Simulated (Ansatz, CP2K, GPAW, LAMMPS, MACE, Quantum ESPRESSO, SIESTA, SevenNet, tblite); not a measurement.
# CP2K runs on liquid 68TiO2-32SiO2 (mol %) at 3000 K (93 atoms), part 2 of 2

Wanted: CP2K inputs and outputs for liquid 68TiO2-32SiO2 (mol %) at 3000 K (93 atoms), checked against a plane-wave reference.

Program: CP2K 2026.2; the method stands at each step. Banners, paths, timers and routine set-up lines are dropped from the logs unmarked, and long logs keep their key lines alone; longer cuts are marked.

So far. Step 2 (PBE, DZVP-MOLOPT-SR, 800/50 Ry, diagonalisation): Forces lie 2.6 % from the reference's, at 4.3 times its CPU time (on 4 against 8 cores). Step 3 (PBE, SZV-MOLOPT-SR, 800/50 Ry, diagonalisation): Against the first run (2.6 %), the force difference from the reference is 45 %, at 0.57 times the CPU time (on 2 against 4 cores), with 498 basis functions against 1482: the smaller basis costs accuracy.

### Step 4. revPBE, PBE potentials, DZVP-MOLOPT-SR, 800/50 Ry, diagonalisation

Method: Kohn-Sham DFT, revPBE, GTH-PBE pseudopotentials, Gaussian and plane waves, DZVP-MOLOPT-SR-GTH, diagonalisation.

input.inp reads:

```
&GLOBAL
  PROJECT cell
  RUN_TYPE ENERGY_FORCE
  PRINT_LEVEL LOW
&END GLOBAL
&FORCE_EVAL
  METHOD QS
  STRESS_TENSOR ANALYTICAL
  &DFT
    BASIS_SET_FILE_NAME BASIS_MOLOPT
    POTENTIAL_FILE_NAME GTH_POTENTIALS
    &MGRID
      CUTOFF 800
      REL_CUTOFF 50
      NGRIDS 5
    &END MGRID
    &QS
      EPS_DEFAULT 1.0E-12
    &END QS
    &SCF
      SCF_GUESS ATOMIC
      EPS_SCF 1.0E-06
      MAX_SCF 200
      ADDED_MOS 14
      &DIAGONALIZATION
        ALGORITHM STANDARD
      &END DIAGONALIZATION
      &SMEAR ON
        METHOD FERMI_DIRAC
        ELECTRONIC_TEMPERATURE [K] 580
      &END SMEAR
      &MIXING
        METHOD BROYDEN_MIXING
        ALPHA 0.3
        NBROYDEN 8
      &END MIXING
      &PRINT
        &RESTART OFF
        &END RESTART
      &END PRINT
    &END SCF
    &XC
      &XC_FUNCTIONAL
        &PBE
          PARAMETRIZATION REVPBE
        &END PBE
      &END XC_FUNCTIONAL
    &END XC
    &PRINT
      &MULLIKEN ON
      &END MULLIKEN
      &LOWDIN ON
      &END LOWDIN
      &MO ON
        EIGENVALUES T
        OCCUPATION_NUMBERS T
        MO_INDEX_RANGE 321 344
        &EACH
          QS_SCF 0
        &END EACH
        ADD_LAST NUMERIC
      &END MO
    &END PRINT
  &END DFT
  &SUBSYS
    &CELL
      A 11.64156 0.00000 0.00000
      B 0.00000 11.64156 0.00000
      C 0.00000 0.00000 11.64156
    &END CELL
    &COORD
      SCALED
[... 93 atom lines left out: the same atoms as in the first run ...]
    &END COORD
    &KIND Ti
      BASIS_SET DZVP-MOLOPT-SR-GTH-q12
      POTENTIAL GTH-PBE-q12
    &END KIND
    &KIND Si
      BASIS_SET DZVP-MOLOPT-SR-GTH-q4
      POTENTIAL GTH-PBE-q4
    &END KIND
    &KIND O
      BASIS_SET DZVP-MOLOPT-SR-GTH-q6
      POTENTIAL GTH-PBE-q6
    &END KIND
  &END SUBSYS
  &PRINT
    &FORCES ON
    &END FORCES
    &STRESS_TENSOR ON
    &END STRESS_TENSOR
  &END PRINT
&END FORCE_EVAL
```

Run with:

```sh
$ OMP_NUM_THREADS=1 mpirun -np 4 cp2k.psmp -i input.inp > output.txt
```

Numbers of over 12 decimals in the logs are rounded to 6 here.

The log of the run:

```text
CP2K| version string:                                       CP2K version 2026.2
 CP2K| Input file name                                                 input.inp
 GLOBAL| Basis set file name                                        BASIS_MOLOPT
 GLOBAL| Potential file name                                      GTH_POTENTIALS
 GLOBAL| Run type                                                   ENERGY_FORCE
 GLOBAL| Total number of message passing processes                             4
 GLOBAL| Number of threads for this process                                    1
[... lines left out ...]
                        Smear method:                                FERMI_DIRAC
[... lines left out ...]
 Number of electrons:                                                        664
[... lines left out ...]
  Step     Update method      Time    Convergence         Total energy    Change
[... lines left out ...]
  *** SCF run converged in    26 steps ***
[... lines left out ...]
  Fermi energy:                                                 0.096465
  Total energy:                                             -2260.724499
  Total energy (extrapolated to T->0):                      -2260.724448
[... lines left out ...]
 MO| E(Fermi):            0.096465 a.u.          2.624951 eV
[... lines left out ...]
      92     O        3          6.449772                             -0.449772
      93     O        3          6.455767                             -0.455767
 # Total charge                            664.000000                  0.000000
 ENERGY| Total FORCE_EVAL ( QS ) energy [hartree]          -2260.724484
 FORCES| Atomic forces [hartree/bohr]
 FORCES|   Atom     x               y               z               |f|
 FORCES|      1 -1.66126038E-02 -8.21285511E-02  2.18465635E-01   2.33983570E-01
 FORCES|      2  1.63810289E-02  8.13616097E-03 -4.47421038E-02   4.83362294E-02
 FORCES|      3  7.87617431E-02 -3.55785216E-02 -3.97456147E-02   9.51260073E-02
[...]
FORCES|     92  2.90044727E-02 -4.52918546E-02  5.66160220E-03   5.40801745E-02
 FORCES|     93  5.24283480E-02  6.86627758E-02  2.20783079E-01   2.37083269E-01
 FORCES| Sum    -3.03568364E-03 -1.07263437E-03 -3.66339346E-03
 FORCES| Total atomic force                                       4.87712736E-03
 STRESS| Analytical stress tensor [bar]
 STRESS|                        x                   y                   z
 STRESS|      x        7.18629372084E+04   2.79720006606E+04   1.25047482891E+04
 STRESS|      y        2.79720006606E+04   2.49773748997E+04   1.86929833448E+03
 STRESS|      z        1.25047482891E+04   1.86929833448E+03   1.08030875615E+05
 STRESS| 1/3 Trace                                             6.82903959077E+04
```

The job ended after 2.4 min (4 MPI ranks of Arm Neoverse V2, shared host; peak memory 7.1 GiB; 9.7 min of CPU time).

Compared with the plane-wave run:

```yaml
r_m_s_force_component: 2.892 eV/Å
r_m_s_difference_of_force_components: 107 meV/Å
longest_difference_of_force_vectors: 455.7 meV/Å
force_difference_over_r_m_s_force: 3.72 %
slope_of_forces_against_the_reference_s: 1.004
correlation_of_force_components: 0.9993
spacing_of_highest_filled_and_lowest_empty_level: 0.6258 eV
gap_difference: -0.0783 eV
pressure: 6.829 GPa
pressure_difference: 1.403 GPa
```

Against the first run (2.6 %), the force difference from the reference is 3.7 %, at 0.95 times the CPU time; the model has changed, so this is no error of the program alone.

### Step 5. PBE, DZVP-MOLOPT-SR, 400/50 Ry, diagonalisation

Method: Kohn-Sham DFT, PBE, GTH-PBE pseudopotentials, Gaussian and plane waves, DZVP-MOLOPT-SR-GTH, diagonalisation.

input.inp, as its differences from that of step 4:

```diff
@@ -12,5 +12,4 @@
     &MGRID
-      CUTOFF 800
+      CUTOFF 400
       REL_CUTOFF 50
-      NGRIDS 5
     &END MGRID
@@ -42,6 +41,3 @@
     &XC
-      &XC_FUNCTIONAL
-        &PBE
-          PARAMETRIZATION REVPBE
-        &END PBE
+      &XC_FUNCTIONAL PBE
       &END XC_FUNCTIONAL
```

The log of the run:

```text
CP2K| version string:                                       CP2K version 2026.2
 CP2K| Input file name                                                 input.inp
 GLOBAL| Basis set file name                                        BASIS_MOLOPT
 GLOBAL| Potential file name                                      GTH_POTENTIALS
 GLOBAL| Run type                                                   ENERGY_FORCE
 GLOBAL| Total number of message passing processes                             4
 GLOBAL| Number of threads for this process                                    1
 TOTAL NUMBERS AND MAXIMUM NUMBERS
  Total number of            - Atomic kinds:                                   3
                             - Atoms:                                         93
[... lines left out ...]
                        Smear method:                                FERMI_DIRAC
[... lines left out ...]
 Number of electrons:                                                        664
[... lines left out ...]
  Step     Update method      Time    Convergence         Total energy    Change
[... lines left out ...]
  *** SCF run converged in    27 steps ***
[... lines left out ...]
  Fermi energy:                                                 0.092367
  Total energy:                                             -2259.451857
  Total energy (extrapolated to T->0):                      -2259.451813
[... lines left out ...]
 MO| E(Fermi):            0.092367 a.u.          2.513432 eV
[... lines left out ...]
       1     Ti       1         10.871815                              1.128185
       2     Ti       1         10.785568                              1.214432
       3     Ti       1         10.767287                              1.232713
[...]
# Total charge                            664.000000                  0.000000
 !-----------------------------------------------------------------------------!
 LOWDIN POPULATION ANALYSIS
 #  Atom  Element  Kind  Atomic population                           Net charge
[...]
92     O        3          6.437356                             -0.437356
      93     O        3          6.447753                             -0.447753
 # Total charge                            664.000000                  0.000000
 ENERGY| Total FORCE_EVAL ( QS ) energy [hartree]          -2259.451851
 FORCES| Atomic forces [hartree/bohr]
 FORCES|   Atom     x               y               z               |f|
 FORCES|      1 -1.63257053E-02 -8.29793017E-02  2.19668270E-01   2.35385306E-01
 FORCES|      2  1.57883554E-02  6.93352697E-03 -4.45447487E-02   4.77658937E-02
 FORCES|      3  7.91088501E-02 -3.65784783E-02 -3.93659372E-02   9.56340538E-02
[...]
FORCES|     92  2.71650491E-02 -4.22025909E-02  6.99817052E-03   5.06751710E-02
 FORCES|     93  5.25150074E-02  7.10620745E-02  2.18774784E-01   2.35945016E-01
 FORCES| Sum     1.47810091E-03 -2.93251989E-02  2.52004992E-02
 FORCES| Total atomic force                                       3.86938914E-02
 STRESS| Analytical stress tensor [bar]
 STRESS|                        x                   y                   z
 STRESS|      x        5.90666987929E+04   2.80592523995E+04   1.26084276810E+04
 STRESS|      y        2.80592523995E+04   1.18321257745E+04   1.96140677248E+03
 STRESS|      z        1.26084276810E+04   1.96140677248E+03   9.54024838191E+04
 STRESS| 1/3 Trace                                             5.54337694621E+04
```

Wall time 1.9 min (4 MPI ranks); peak memory 3.5 GiB; 7.8 min of CPU time.

Against the reference:

- r.m.s. force component: 2.894 eV/Å
- r.m.s. difference of force components: 115 meV/Å
- longest difference of force vectors: 400.9 meV/Å
- force difference over r.m.s. force: 3.998 %
- slope of forces against the reference's: 1.005
- correlation of force components: 0.9992
- gap (highest filled to lowest empty level): 0.644 eV
- gap difference: -0.0601 eV
- pressure: 5.543 GPa
- pressure difference: 0.1177 GPa
- energy less the same-level run's: -1.054 meV/atom
- r.m.s. force difference from the same-level run: 91.44 meV/Å

This is a coarse setting, run to see what it loses.

Against the first run (2.6 %), the force difference from the reference is 4.0 %, at 0.76 times the CPU time: the grid matters here.

The forces add up to 2.0 eV/Å instead of zero, usually a sign of too coarse a grid.

### Step 6. The ladder

Differences are against the plane-wave reference, forces as r.m.s. over components; share is that over the reference's r.m.s. force, slope the least-squares factor from reference forces to these. Total energies of different programs have different zeros and aren't compared.

```
                                                                    run  Δ force, r.m.s. (meV/Å)  share (%)  slope  Δ pressure (GPa)  Δ gap (eV)  cores  CPU time  memory (GiB)
                                                              reference                        -          -      -                 -           -      8   2.4 min           2.2
                   CP2K PBE, DZVP-MOLOPT-SR, 800/50 Ry, diagonalisation                     74.0       2.57  1.005            0.0846     -0.0601      4    10 min           7.1
           CP2K PBE, SZV-MOLOPT-SR, 800/50 Ry, diagonalisation (coarse)                     1298       45.1  1.212              8.29      -0.137      2   5.8 min           5.4
CP2K revPBE, PBE potentials, DZVP-MOLOPT-SR, 800/50 Ry, diagonalisation                      107       3.72  1.004              1.40     -0.0783      4   9.7 min           7.1
          CP2K PBE, DZVP-MOLOPT-SR, 400/50 Ry, diagonalisation (coarse)                      115       4.00  1.005             0.118     -0.0601      4   7.8 min           3.5
```

Rows marked coarse were listed beforehand as settings not expected to be converged; some can still land near the reference.

CPU time is summed over cores on a shared host, where runs went side by side, so it is rough. Symmetry, cutoffs, thresholds, outputs and thread counts weren't matched or tuned between programs; memory under MPI is the largest rank's times the ranks.

Mean charges by element (e), by run and scheme:

```csv
run,scheme,Ti,Si,O
reference,Löwdin,+1.34,+1.71,-0.66
"CP2K PBE, DZVP-MOLOPT-SR, 800/50 Ry, diagonalisation",Mulliken,+1.13,+0.82,-0.52
"CP2K revPBE, PBE potentials, DZVP-MOLOPT-SR, 800/50 Ry, diagonalisation",Mulliken,+1.19,+0.83,-0.54
```

The reference's Löwdin charges lack the electrons that the projection spills, 0.045 e an atom on average.

Within one program, basis, potentials and functional, energies share a zero. Each run against its twin at the usual cutoff or grid and solver:

```csv
run,twin,Δ energy (meV/atom),"Δ force, r.m.s. (meV/Å)",CPU time over the twin's
"CP2K PBE, DZVP-MOLOPT-SR, 400/50 Ry, diagonalisation","DZVP-MOLOPT-SR, 800/50 Ry, diagonalisation",-1.05,91.4,0.76
```

Further runs of this program without a result: CP2K GFN1-xTB, diagonalisation (not converged); CP2K PBE, DZVP-MOLOPT-SR, 800/50 Ry, SIGN filter 1e-06, SCF 1e-06 (cut off at its time limit).

### Step 7. Outcome

```json
{"nearest in forces": "CP2K PBE, DZVP-MOLOPT-SR, 800/50 Ry, diagonalisation, 2.6 %", "its CPU time": "10 min"}
```

The PBE run in local orbitals, coarse settings apart, differs by 2.6 % (CP2K PBE, DZVP-MOLOPT-SR, 800/50 Ry, diagonalisation); basis, grid and potentials can all enter. Rows with another functional or a dispersion term differ by 3.7 % (CP2K revPBE, PBE potentials, DZVP-MOLOPT-SR, 800/50 Ry, diagonalisation), which mixes the change of model with differences of basis and potentials, some of them made for another functional. Runs with settings chosen to be coarse differ by 4.0 % (CP2K PBE, DZVP-MOLOPT-SR, 400/50 Ry, diagonalisation) to 45 % (CP2K PBE, SZV-MOLOPT-SR, 800/50 Ry, diagonalisation), their programs' other errors included. None of the electronic-structure runs in the table takes under half the reference's CPU time of 2.4 min; they take 2.4 to 4.3 times as much. At the same functional, gaps differ from the reference's 0.704 eV by between -0.14 and -0.06 eV. In pressure, CP2K PBE, SZV-MOLOPT-SR, 800/50 Ry, diagonalisation misses by +8.3 GPa, at the same functional. Charges hang on scheme and program or settings: among these rows the mean for Si runs from +0.82 to +1.71 e. The frame stands for 3000 K, but pressures are static and levels are smeared at 580 K. The network of bonds at the start is that of the classical potential that made the cell, and needn't be the one that DFT or experiment would give. The reference's stress is far from hydrostatic: its diagonal is 5.8, 1.1, 9.4 GPa, compression counted positive. The runs have no spin polarisation, so moments on Ti can't form, and no Hubbard term. The electronic-structure runs sample only Γ, in a cell whose shortest periodic width is 12 Å.

[Also dropped from logs without a mark: logging warnings of Python, and SIESTA's first energy breakdown and zero terms.]

[Logs are printed without paths, hosts, clocks, repeated set-up lines and the standing remarks that a program may print on its own settings, such as how far it seeks lower states.]

[Hosts, paths, dates, database ids (printed as entryN), source tags and the programs' standing remarks are cut or masked in the printed files.]
